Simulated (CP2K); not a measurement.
Consider 3-vinylpyrrole at its PBE geometry (Å).

```xyz
14

C    -2.5094    0.3406    0.4962
C    -1.5801   -0.3947   -0.1409
C    -0.1421   -0.1800   -0.1185
C     0.6061    0.8344    0.5687
C     1.9418    0.6386    0.2885
N     2.0395   -0.4570   -0.5481
C     0.7871   -0.9640   -0.7993
H    -3.5686    0.1013    0.4172
H    -2.2406    1.1998    1.1117
H    -1.9143   -1.2443   -0.7443
H     0.2052    1.6214    1.1976
H     2.8259    1.1772    0.6090
H     2.9051   -0.8410   -0.9053
H     0.6443   -1.8323   -1.4324
```

Method: CP2K XAS_TDP, all-electron GAPW, PBEh(45%), aug-cc-pVDZ, TDA, no relativity.

Question: Where do the C K-edge lines lie, and how strong are they?

Leading lines: C1 280.82 eV, C2 281.20 eV, C3 282.12 eV, C4 281.90 eV, C5 282.66 eV and C7 282.33 eV. The leading line of an atom is its first one with 35 % of the strongest within 2.5 eV of its lowest line over the strength cut. 

The first six lines of each atom with a strength over 0.0015:

```csv
atom,energy (eV),states,"strength, one atom"
C1 (bonded to C and 2 H),280.82,1,0.0469
,283.84,1,0.0054
,284.28,1,0.0132
,285.05,1,0.0030
,285.32,1,0.0070
,285.76,1,0.0022
C2 (bonded to 2 C and H),281.20,1,0.0494
,284.28,1,0.0118
,286.07,1,0.0025
,286.42,1,0.0078
,286.84,1,0.0061
,287.28,1,0.0028
C3 (bonded to 3 C),282.12,1,0.0338
,283.98,1,0.0057
,284.94,1,0.0181
,285.89,1,0.0026
,286.25,1,0.0015
,286.96,1,0.0028
C4 (bonded to 2 C and H),281.90,1,0.0466
,283.92,1,0.0059
,284.38,1,0.0037
,285.08,1,0.0015
,285.69,1,0.0086
,286.01,1,0.0018
"C5 (bonded to C, N and H)",282.66,1,0.0529
,284.54,1,0.0101
,285.45,1,0.0029
,286.26,1,0.0039
,286.52,1,0.0020
,287.15,1,0.0061
"C7 (bonded to C, N and H)",282.33,1,0.0505
,284.56,1,0.0099
,285.41,1,0.0039
,286.24,1,0.0035
,287.29,1,0.0053
,287.35,1,0.0073
```

Lines are vertical, at one geometry, with no vibrational structure. Without a correction of the core level, line positions, and the gaps between valence and Rydberg lines, follow the share of exact exchange. At this level such K lines come out 3 to 6 eV under measured ones. These values hold no scalar relativity, about 0.1 eV for C 1s. Rydberg lines, and the discretised continuum above threshold, depend on the basis and the box.

[Banner, clock and machine lines of the logs are left out without a mark of their own.]

[Logs are printed without paths, hosts, clocks, repeated set-up lines and the standing remarks that a program may print on its own settings, such as how far it seeks lower states.]

[Hosts, paths, dates, database ids (printed as entryN), source tags and the programs' standing remarks are cut or masked in the printed files.]
